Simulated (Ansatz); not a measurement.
# Band gap of VBiO4 (I4_1/a) from density functionals to GW, part 2 of 2

Wanted: a ladder of band gaps for VBiO4 (I4_1/a), from density functionals to G0W0.

Ansatz 0.2.0; density functionals, hybrids and G0W0, plane waves, PAW. Known limits of the many-body steps: finite bands, screening cutoff and k mesh; no spin-orbit coupling in G0W0; no spin polarisation.

So far. Step 4 (PBE on the 6×6×6 mesh): Over mesh and path the gap is 2.108 eV, from k = (0.000, 0.000, 0.350) to k = (0.167, -0.167, -0.333). The least direct gap found is 2.196 eV, at k = (-0.239, 0.239, 0.239). The pressure in this cell is 4 GPa; the cell is kept. PBE against PBEsol: 2.108 − 2.081 = +0.027 eV, with the same mesh, files and cutoff, and both edges at the same k points.

In doubt: masses and optical values from hybrid runs of this build are listed as unsure (step 10), which bears on the screening that GW takes from such a start.

## 6. r2SCAN on the 6×6×6 mesh

r2SCAN is a meta-GGA: it depends on the kinetic-energy density as well as on the density and its gradient.

This step: DFT, r2SCAN, plane waves, PAW; PAW set soft_1.

Input file input.yaml:

```yaml
crystal:
  lattice:
    - [-2.56105292, 2.56105292, 5.7960647]
    - [2.56105292, -2.56105292, 5.7960647]
    - [2.56105292, 2.56105292, -5.7960647]
  atoms:
    - { symbol: V, position: [0.5, 0.5, 0.0] }
    - { symbol: V, position: [0.25, 0.75, 0.5] }
    - { symbol: Bi, position: [0.0, 0.0, 0.0] }
    - { symbol: Bi, position: [0.75, 0.25, 0.5] }
    - { symbol: O, position: [0.17085109, 0.56190276, 0.89100626] }
    - { symbol: O, position: [0.31190276, 0.9208965, 0.89105167] }
    - { symbol: O, position: [0.02984483, 0.42085109, 0.10894833] }
    - { symbol: O, position: [0.6708965, 0.27984483, 0.10899374] }
    - { symbol: O, position: [0.0791035, 0.97015517, 0.39100626] }
    - { symbol: O, position: [0.72015517, 0.82914891, 0.39105167] }
    - { symbol: O, position: [0.57914891, 0.68809724, 0.60899374] }
    - { symbol: O, position: [0.43809724, 0.3291035, 0.60894833] }
kpoints:
  mp_grid: { grid: [6, 6, 6] }
  band_path:
    path:
      - [0.0, 0.0, 0.0]
      - [0.0, 0.0, 0.5]
      - [0.25, 0.25, 0.25]
      - [0.0, 0.5, 0.0]
      - [0.5, 0.5, -0.5]
      - [0.29881021, 0.70118979, -0.29881021]
      - [-0.29881021, 0.29881021, 0.29881021]
      - [-0.09762042, 0.09762042, 0.5]
      - [0.0, 0.0, 0.35]
      - [0.1666666667, -0.1666666667, -0.3333333333]
      - [-0.239048168, 0.239048168, 0.239048168]
    npoints: 1
hamiltonian:
  xc: r2scan
  pseudopotentials: { kind: paw, azcp: { folder: soft_1 } }
scf:
  occupations: { method: fixed }
  n_extra_bands: 8
output:
  eigenvalues: true
  forces: true
  stress: true
```

Run with:

```bash
$ ansatz run input.yaml --threads 2 --pin off --max-ram 92160MiB --backend cuda --events-out ev --progress --plain --runs-dir out --devices 1 --max-vram 13GiB
```

Numbers of over 12 decimals in the logs are rounded to 6 here.

Output:

```text
[...]
GPUs: using 1 of 1 available (devices: 1).
[...]
GPU FFT provider: cuFFT
GPU libraries: cuBLAS 13.8.2, cuFFT 12.4.0, cuSOLVER 12.3.4
Crystal: 12 atoms, lattice volume = 152.065 Å³
Basis set: ecut = 500 eV, 3877 PW (Γ), exchange–correlation on 200×200×200 points (64 copies of the dense FFT grid, shifted against one another)
[...]
k-point 0: bands = [... 48 lower, 7.5925, 7.7804, 7.7804, 8.0264, 11.2090, 11.6602, 11.8796, 12.1592, ... 4 higher]
  k-point 1: bands = [... 48 lower, 7.5386, 7.6934, 7.8461, 8.1249, 11.2739, 11.6013, 11.7163, 11.8100, ... 4 higher]
  k-point 2: bands = [... 48 lower, 7.3904, 7.6278, 7.8167, 8.6231, 11.2830, 11.5461, 11.5485, 11.9362, ... 4 higher]
  k-point 35: bands = [... 48 lower, 7.5362, 7.5362, 7.7148, 7.7148, 11.7161, 11.7161, 11.8073, 11.8073, ... 4 higher]
[key lines of the parts left out:]
SCF converged after 10 iterations
Free energy (F): -35214.031974 eV
Fermi energy:    8.623053 eV
P = ⅓ Tr σ = -0.8931 GPa (-8.931 kbar)
```

Run time: 10 s. Hardware: 1 × NVIDIA H100 80GB HBM3 (shared by 6 runs) with 2 threads of AMD EPYC 7R13 (Zen 3), shared host; peak memory 1.3 GiB; 9.3 s of CPU time.

This step gave:

| Item | Value |
| --- | --- |
| pressure | -0.8931 GPa |
| gap | 2.345 eV |
| valence top at | k = (0.000, 0.000, 0.350) |
| conduction bottom at | k = (0.167, -0.167, -0.333) |
| least direct gap | 2.441 eV |

Over mesh and listed points the gap is 2.345 eV, from k = (0.000, 0.000, 0.350) to k = (0.167, -0.167, -0.333). The least direct gap found is 2.441 eV, at k = (-0.239, 0.239, 0.239). r2SCAN against PBE: 2.345 − 2.108 = +0.237 eV. The runs also differ in plane-wave cutoff (420 eV and 500 eV), so how much of this comes from the functional alone is not known.

## 7. HSE06 on the 4×4×4 mesh

HSE06 mixes in a quarter of exact exchange at short range.

This step: DFT, HSE06, plane waves, PAW; PAW set soft_1.

Changes to input.yaml since step 6:

```diff
@@ -19,3 +19,3 @@
 kpoints:
-  mp_grid: { grid: [6, 6, 6] }
+  mp_grid: { grid: [4, 4, 4] }
   band_path:
@@ -35,3 +35,3 @@
 hamiltonian:
-  xc: r2scan
+  xc: hse06
   pseudopotentials: { kind: paw, azcp: { folder: soft_1 } }
@@ -42,3 +42 @@
   eigenvalues: true
-  forces: true
-  stress: true
```

Output:

```text
[...]
GPUs: using 1 of 1 available (devices: 1).
[...]
davidson cushion auto → on  (no smearing: the cushion is to keep the highest requested band from converging to the state above it; pin scf.eigensolver.cushion to override)
[...]
GPU FFT provider: cuFFT
GPU libraries: cuBLAS 13.8.2, cuFFT 12.4.0, cuSOLVER 12.3.4
Crystal: 12 atoms, lattice volume = 152.065 Å³
Basis set: ecut = 420 eV, 2995 PW (Γ)
[...]
Fermi energy:    8.040617 eV
[...]
--- Band table (eV; the first three rows and the last of 14) ---
  k-point 0: bands = [... 48 lower, 7.0598, 7.0598, 7.0688, 7.4216, 11.6088, 12.0832, 12.4449, 12.7202, ... 4 higher]
  k-point 1: bands = [... 48 lower, 6.6936, 6.7275, 7.1735, 8.0157, 11.7753, 11.8713, 12.0025, 12.3688, ... 4 higher]
  k-point 2: bands = [... 48 lower, 6.8165, 6.8165, 7.7701, 7.7701, 12.0565, 12.0565, 12.2688, 12.2688, ... 4 higher]
  k-point 13: bands = [... 48 lower, 6.9283, 6.9283, 6.9895, 6.9895, 12.2379, 12.2379, 12.3010, 12.3010, ... 4 higher]
[key lines of the parts left out:]
Free energy (F): -35168.136820 eV
```

Elapsed: 81 s, on 1 × NVIDIA H100 80GB HBM3 (shared by 6 runs) with 2 threads; peak memory 1.9 GiB.

This step gave:

| Item | Value |
| --- | --- |
| gap | 3.204 eV |
| valence top at | k = (0.000, 0.000, 0.350) |
| conduction bottom at | k = (0.167, -0.167, -0.333) |
| least direct gap | 3.305 eV |
| exact-exchange fraction | 0.25 |

Over mesh and listed points the gap is 3.204 eV, from k = (0.000, 0.000, 0.350) to k = (0.167, -0.167, -0.333). The least direct gap found is 3.305 eV, at k = (-0.239, 0.239, 0.239). On the 4×4×4 mesh alone the same run gives 3.339 eV, so that mesh misses an edge of HSE06: 3.339 − 3.204 = +0.135 eV. HSE06 against PBE: 3.204 − 2.108 = +1.096 eV. The runs also differ in mesh (6×6×6 and 4×4×4), so how much of this comes from the functional alone is not known.

## 8. PBE0 on the 4×4×4 mesh

PBE0 mixes in a quarter of exact exchange at all distances.

This step: DFT, PBE0, plane waves, PAW; PAW set soft_1.

Changes to input.yaml since step 7:

```diff
@@ -35,3 +35,3 @@
 hamiltonian:
-  xc: hse06
+  xc: pbe0
   pseudopotentials: { kind: paw, azcp: { folder: soft_1 } }
@@ -42 +42,5 @@
   eigenvalues: true
+  write_density: true
+  write_potential: true
+  elf: true
+  volumetric_format: npy
```

Output:

```text
[...]
GPUs: using 1 of 1 available (devices: 1).
[...]
GPU FFT provider: cuFFT
GPU libraries: cuBLAS 13.8.2, cuFFT 12.4.0, cuSOLVER 12.3.4
Crystal: 12 atoms, lattice volume = 152.065 Å³
Basis set: ecut = 420 eV, 2995 PW (Γ)
Bands: 60, of which v1, the nominal top of the filled ones, is band 52 counted from 1 (51 counted from 0)
Symmetry: 8 space group operations
[...]
k-points: 14 of 64
[...]
Fermi energy:    7.681334 eV
[...]
--- Band table (eV; the first three rows and the last of 14) ---
  k-point 0: bands = [... 48 lower, 6.6648, 6.6648, 6.6845, 7.0444, 11.9771, 12.4479, 12.8332, 13.1100, ... 4 higher]
  k-point 1: bands = [... 48 lower, 6.3151, 6.3323, 6.7828, 7.6541, 12.1386, 12.2386, 12.3724, 12.7471, ... 4 higher]
  k-point 2: bands = [... 48 lower, 6.4197, 6.4197, 7.3999, 7.3999, 12.4351, 12.4351, 12.6362, 12.6362, ... 4 higher]
  k-point 13: bands = [... 48 lower, 6.5394, 6.5394, 6.5943, 6.5943, 12.6197, 12.6197, 12.6799, 12.6799, ... 4 higher]
[key lines of the parts left out:]
Free energy (F): -35163.130482 eV
```

Wall time 73 s (1 × NVIDIA H100 80GB HBM3 (shared by 6 runs) with 2 threads); peak memory 1.9 GiB; 2 min of CPU time.

Numbers from this step:

* gap: 3.918 eV
* valence top at: k = (0.000, 0.000, 0.350)
* conduction bottom at: k = (0.167, -0.167, -0.333)
* least direct gap: 4.018 eV
* exact-exchange fraction: 0.25

Over mesh and listed points the gap is 3.918 eV, from k = (0.000, 0.000, 0.350) to k = (0.167, -0.167, -0.333). The least direct gap found is 4.018 eV, at k = (-0.239, 0.239, 0.239). On the 4×4×4 mesh alone the same run gives 4.054 eV, so that mesh misses an edge of PBE0: 4.054 − 3.918 = +0.136 eV. PBE0 against HSE06: 3.918 − 3.204 = +0.714 eV, with the same mesh, files and cutoff, and both edges at the same k points.

## 9. G0W0@PBE, 4×4×4 mesh, 833 empty bands, screening to 180 eV, PAW set soft_1 files

G0W0 replaces the xc potential by a self-energy built once from the orbitals of the start. Levels are corrected in the window of bands that the input names, at points of the mesh.

This step: G0W0 on PBE, plane waves, PAW; PAW set soft_1.

Changes to input.yaml since step 8:

```diff
@@ -20,18 +20,4 @@
   mp_grid: { grid: [4, 4, 4] }
-  band_path:
-    path:
-      - [0.0, 0.0, 0.0]
-      - [0.0, 0.0, 0.5]
-      - [0.25, 0.25, 0.25]
-      - [0.0, 0.5, 0.0]
-      - [0.5, 0.5, -0.5]
-      - [0.29881021, 0.70118979, -0.29881021]
-      - [-0.29881021, 0.29881021, 0.29881021]
-      - [-0.09762042, 0.09762042, 0.5]
-      - [0.0, 0.0, 0.35]
-      - [0.1666666667, -0.1666666667, -0.3333333333]
-      - [-0.239048168, 0.239048168, 0.239048168]
-    npoints: 1
 hamiltonian:
-  xc: pbe0
+  xc: pbe
   pseudopotentials: { kind: paw, azcp: { folder: soft_1 } }
@@ -39,8 +25,7 @@
   occupations: { method: fixed }
-  n_extra_bands: 8
-output:
-  eigenvalues: true
-  write_density: true
-  write_potential: true
-  elf: true
-  volumetric_format: npy
+gw:
+  n_empty_bands: 833
+  ecut_chi: 180.0
+  qp_bands: [v4, c4]
+  qp_kpoints: band_edges
+  screening: { model: contour_deformation }
```

Output:

```text
GPUs: using 1 of 1 available (devices: 1).
[...]
GPU FFT provider: cuFFT
GPU libraries: cuBLAS 13.8.2, cuFFT 12.4.0, cuSOLVER 12.3.4
Crystal: 12 atoms, lattice volume = 152.065 Å³
Basis set: ecut = 420 eV, 2995 PW (Γ)
Bands: 64, of which v1, the nominal top of the filled ones, is band 52 counted from 1 (51 counted from 0)
Symmetry: 8 space group operations
[...]
k-points: 14 of 64
[...]
0    56     12.2137   -17.4396    -6.4949   -24.9346  0.6773    13.2563    13.2138  root
[...]
13    53     11.7739   -17.0069    -6.4628   -24.5359  0.6885    12.8756    12.8400  root
    13    54     11.7739   -17.0069    -6.4628   -24.5359  0.6885    12.8756    12.8400  root
    13    55     11.8534   -16.8140    -6.3635   -24.2603  0.6973    12.9686    12.9363  root
    13    56     11.8534   -16.8140    -6.3635   -24.2603  0.6973    12.9686    12.9363  root
[key lines of the parts left out:]
SCF converged after 10 iterations
Free energy (F): -35166.499152 eV
Fermi energy:    8.798492 eV
```

Wall time 4.4 min (1 × NVIDIA H100 80GB HBM3 (shared by 6 runs) with 2 threads); peak memory 3.4 GiB.

This step gave:

| Item | Value |
| --- | --- |
| bands summed | 885 |
| RPA ε∞ on this mesh (eigenvalues) | 6.049, 7.249, 7.249 |
| plane waves in the screening matrix | 841 |
| G0W0 gap over the corrected points | 3.557 eV |
| k of the valence top | 0, 0.25, 0.25 |
| k of the conduction bottom | 0, -0.5, 0 |
| starting gap on the mesh | 2.217 eV |
| Z at the valence top | 0.7321 |
| Z at the conduction bottom | 0.7140 |
| least direct G0W0 gap over the corrected points | 3.559 eV |

Over all 14 irreducible mesh points the G0W0 gap is 3.557 eV, from k = (0.000, 0.250, 0.250) to k = (0.000, -0.500, 0.000). The PBE gap of this run on the mesh is 2.217 eV. The two states that bound the G0W0 gap lie that far apart at the start, so the correction of the gap is 3.557 − 2.217 = +1.340 eV.

## 10. G0W0@HSE06, 4×4×4 mesh, 833 empty bands, screening to 180 eV, PAW set soft_1 files

This step: G0W0 on HSE06, plane waves, PAW; PAW set soft_1.

Changes to input.yaml since step 9:

```diff
@@ -21,3 +21,3 @@
 hamiltonian:
-  xc: pbe
+  xc: hse06
   pseudopotentials: { kind: paw, azcp: { folder: soft_1 } }
```

Output:

```text
GPUs: using 1 of 1 available (devices: 1).
[...]
GPU FFT provider: cuFFT
GPU libraries: cuBLAS 13.8.2, cuFFT 12.4.0, cuSOLVER 12.3.4
Crystal: 12 atoms, lattice volume = 152.065 Å³
Basis set: ecut = 420 eV, 2995 PW (Γ)
Bands: 64, of which v1, the nominal top of the filled ones, is band 52 counted from 1 (51 counted from 0)
Symmetry: 8 space group operations
[...]
k-points: 14 of 64
[...]
0    55     12.4449   -16.6451    -6.2719   -23.4380  0.7231    12.9709    12.9659  root
     0    56     12.7202   -16.8636    -6.2065   -23.5419  0.7225    13.1964    13.1920  root
[...]
13    53     12.2380   -16.3686    -6.1366   -23.0120  0.7321    12.7491    12.7448  root
    13    54     12.2380   -16.3686    -6.1366   -23.0120  0.7321    12.7491    12.7448  root
    13    55     12.3011   -16.1666    -6.0830   -22.7807  0.7391    12.8365    12.8322  root
    13    56     12.3011   -16.1666    -6.0830   -22.7807  0.7391    12.8365    12.8322  root
[key lines of the parts left out:]
Free energy (F): -35168.136820 eV
Fermi energy:    8.040614 eV
```

It took 5.1 min on 1 × NVIDIA H100 80GB HBM3 (shared by 6 runs) with 2 threads; peak memory 4.2 GiB; 7.1 min of CPU time.

This step gave:

- bands summed: 885
- RPA ε∞ on this mesh (eigenvalues): 4.703, 5.384, 5.384
- plane waves in the screening matrix: 841
- G0W0 gap over the corrected points: 3.735 eV
- k of the valence top: 0.25, -0.25, 0.25
- k of the conduction bottom: 0.25, -0.25, 0.25
- starting gap on the mesh: 3.339 eV
- Z at the valence top: 0.7742
- Z at the conduction bottom: 0.7547
- least direct G0W0 gap over the corrected points: 3.735 eV

Over all 14 irreducible mesh points the G0W0 gap is 3.735 eV, direct, at k = (0.250, -0.250, 0.250). The HSE06 gap of this run on the mesh is 3.339 eV. The two states that bound the G0W0 gap lie that far apart at the start, so the correction of the gap is 3.735 − 3.339 = +0.396 eV. G0W0@HSE06 against G0W0@PBE with 885 bands: 3.735 − 3.557 = +0.178 eV. Mesh, set of files and cutoffs are the same, but the valence top and conduction bottom lie at other k points, so this need not be the shift of one pair of states.

## 11. The ladder

Each gap is the least one over the points named; times are wall times on shared hosts, not benchmarks. A G0W0 time includes the run's own self-consistent start. Runs with listed points see these and the mesh alone, so an edge that moves elsewhere is missed. Rows marked * are further runs, not shown as steps, whose inputs differ from the G0W0 step on the same start in the columns given; solver thresholds can differ too.

```tsv
level	mesh	files, cutoff	bands summed, screening	points	gap (eV)	valence top	conduction bottom	least direct gap (eV)	time
LDA	6×6×6	soft_1 PAW, 420 eV	-	mesh and listed points	2.066	(0.000, 0.000, 0.350)	(0.167, -0.167, -0.333)	2.149	11 s
PBEsol	6×6×6	soft_1 PAW, 420 eV	-	mesh and listed points	2.081	(0.000, 0.000, 0.350)	(0.167, -0.167, -0.333)	2.168	11 s
PBE	6×6×6	soft_1 PAW, 420 eV	-	mesh and path	2.108	(0.000, 0.000, 0.350)	(0.167, -0.167, -0.333)	2.196	18 s
PBE+SOC	6×6×6	soft_1 PAW, 420 eV	-	mesh and listed points	1.974	(0.000, 0.000, 0.350)	(0.167, -0.167, -0.333)	2.068	17 s
r2SCAN	6×6×6	soft_1 PAW, 500 eV	-	mesh and listed points	2.345	(0.000, 0.000, 0.350)	(0.167, -0.167, -0.333)	2.441	10 s
HSE06	4×4×4	soft_1 PAW, 420 eV	-	mesh and listed points	3.204	(0.000, 0.000, 0.350)	(0.167, -0.167, -0.333)	3.305	81 s
PBE0	4×4×4	soft_1 PAW, 420 eV	-	mesh and listed points	3.918	(0.000, 0.000, 0.350)	(0.167, -0.167, -0.333)	4.018	73 s
G0W0@PBE*	4×4×4	soft_1 PAW, 420 eV	189, 54 eV	all 14 irreducible mesh points	3.622	(0.250, -0.250, 0.250)	(0.000, -0.500, 0.000)	3.623	24 s
G0W0@PBE*	4×4×4	soft_1 PAW, 420 eV	439, 108 eV	all 14 irreducible mesh points	3.492	(0.000, 0.250, 0.250)	(0.000, -0.500, 0.000)	3.493	55 s
G0W0@PBE	4×4×4	soft_1 PAW, 420 eV	885, 180 eV	all 14 irreducible mesh points	3.557	(0.000, 0.250, 0.250)	(0.000, -0.500, 0.000)	3.559	4.4 min
G0W0@HSE06	4×4×4	soft_1 PAW, 420 eV	885, 180 eV	all 14 irreducible mesh points	3.735	(0.250, -0.250, 0.250)	(0.250, -0.250, 0.250)	3.735	5.1 min
```

## 12. Summary of results

| Quantity | Value |
| --- | --- |
| LDA, over mesh and listed points | 2.066 eV |
| PBEsol, over mesh and listed points | 2.081 eV |
| PBE, over mesh and path | 2.108 eV |
| PBE+SOC, over mesh and listed points | 1.974 eV |
| r2SCAN, over mesh and listed points | 2.345 eV |
| HSE06, over mesh and listed points | 3.204 eV |
| PBE0, over mesh and listed points | 3.918 eV |
| G0W0@PBE (885 bands, 4×4×4), over all 14 irreducible mesh points | 3.557 eV |
| G0W0@HSE06, over all 14 irreducible mesh points | 3.735 eV |
| known limits | finite bands, screening cutoff and k mesh; no spin-orbit coupling in G0W0; no spin polarisation |

In words: The rows run from 1.974 eV (PBE+SOC) to 3.918 eV (PBE0). They differ in mesh, plane-wave cutoff, bands and screening cutoff of G0W0 and the points over which the gap was sought as well as in level, so only pairs that share these are like for like. PBEsol against LDA: 2.081 − 2.066 = +0.015 eV, with the same mesh, files and cutoff, and both edges at the same k points. PBE against PBEsol: 2.108 − 2.081 = +0.027 eV, with the same mesh, files and cutoff, and both edges at the same k points. PBE+SOC against PBE: 1.974 − 2.108 = −0.134 eV, with the same mesh, set of files (read in its fully relativistic form for the spin-orbit run) and cutoff, and both edges at the same k points. The spin-orbit run sees mesh and listed points alone, so its gap is an upper bound: the coupling can move an edge off these points, and the change over the zone, its sign included where it is small, is not known. PBE0 against HSE06: 3.918 − 3.204 = +0.714 eV, with the same mesh, files and cutoff, and both edges at the same k points. G0W0@PBE (885 bands, 4×4×4) moves the gap of its own start on the mesh by 3.557 − 2.217 = +1.340 eV, between the same two levels. Over mesh and path, PBE puts the valence top at k = (0.000, 0.000, 0.350) and conduction bottom at k = (0.167, -0.167, -0.333), where no G0W0 correction was computed. The G0W0 gap over the whole zone is therefore not known from this run; at its settings it can only be equal to or under the 3.557 eV found, and no correction is carried over from another point. For the start itself the gap is 2.108 eV over mesh and path and 2.217 eV on the mesh of the G0W0 run, in runs that differ in mesh (6×6×6 and 4×4×4). G0W0@HSE06 moves the gap of its own start on the mesh by 3.735 − 3.339 = +0.396 eV, between the same two levels. Over mesh and listed points, HSE06 puts the valence top at k = (0.000, 0.000, 0.350) and conduction bottom at k = (0.167, -0.167, -0.333), where no G0W0 correction was computed. The G0W0 gap over the whole zone is therefore not known from this run; at its settings it can only be equal to or under the 3.735 eV found, and no correction is carried over from another point. For the start itself the gap is 3.204 eV over mesh and listed points and 3.339 eV on the mesh of the G0W0 run. What spin-orbit coupling does to the G0W0 levels was not computed, so no sum with the G0W0 gap is formed. For G0W0@PBE: from 189 bands and 54 eV to 885 bands and 180 eV the gap moves by 3.557 − 3.622 = −0.065 eV (rung by rung 3.622, 3.492, 3.557 eV); bands and screening cutoff rise together, so their parts are not told apart. The states that bound the gap change along the series, so no limit is drawn and it is not known. The other G0W0 rows are shown at one basis each (885 bands), so their distance from the limit is not known here. The G0W0 runs are scalar-relativistic. The runs have no spin polarisation, and the cell holds V; whether a magnetic state lies lower is not shown here. Where d states form a band edge, one-shot GW is known to depend on its start; the orbital character of the edges was not analysed here. No pair of G0W0 runs that differ in the mesh alone is shown (4×4×4 is a supercell whose nearest images lie 20 Å apart), so the error from the mesh is not known here. G0W0@PBE runs of this series with other atomic data on the same mesh, not shown as steps, give 3.502 eV (hard PAW, 930 eV, 1296 bands, screening to 234 eV); where bands and cutoffs differ too, the part of the files is not isolated. Failed or unusable runs of this series, left out of the table: G0W0@PBEsol (4×4×4 mesh, soft_1 PAW files, 420 eV, 833 empty bands) reached its time limit after 2.5 min.

[Paths, hosts, dates, memory and timing lines, banners, echoed tables and standing remarks are left out of the program output.]

[Logs are printed without paths, hosts, clocks, repeated set-up lines and the standing remarks that a program may print on its own settings, such as how far it seeks lower states.]

[Runs of the session that timed out or met a known fault of the program may be left out.]

[Cells called generated may have been cut or substituted from an entry of the Crystallography Open Database or the Materials Project.]

[Hosts, paths, dates, database ids (printed as entryN), source tags and the programs' standing remarks are cut or masked in the printed files.]

[Where an RPA ε∞ is given, it is that of the G0W0 mesh and is not shown converged in it. Names of k-points follow the symmetry that the program found, which can be lower than the space group named. Band edges on a path are those of the sampled points; other points can move an edge, and change direct to indirect where valleys lie close.]

[Hybrid gaps are those of their k-mesh and are not shown converged in it.]
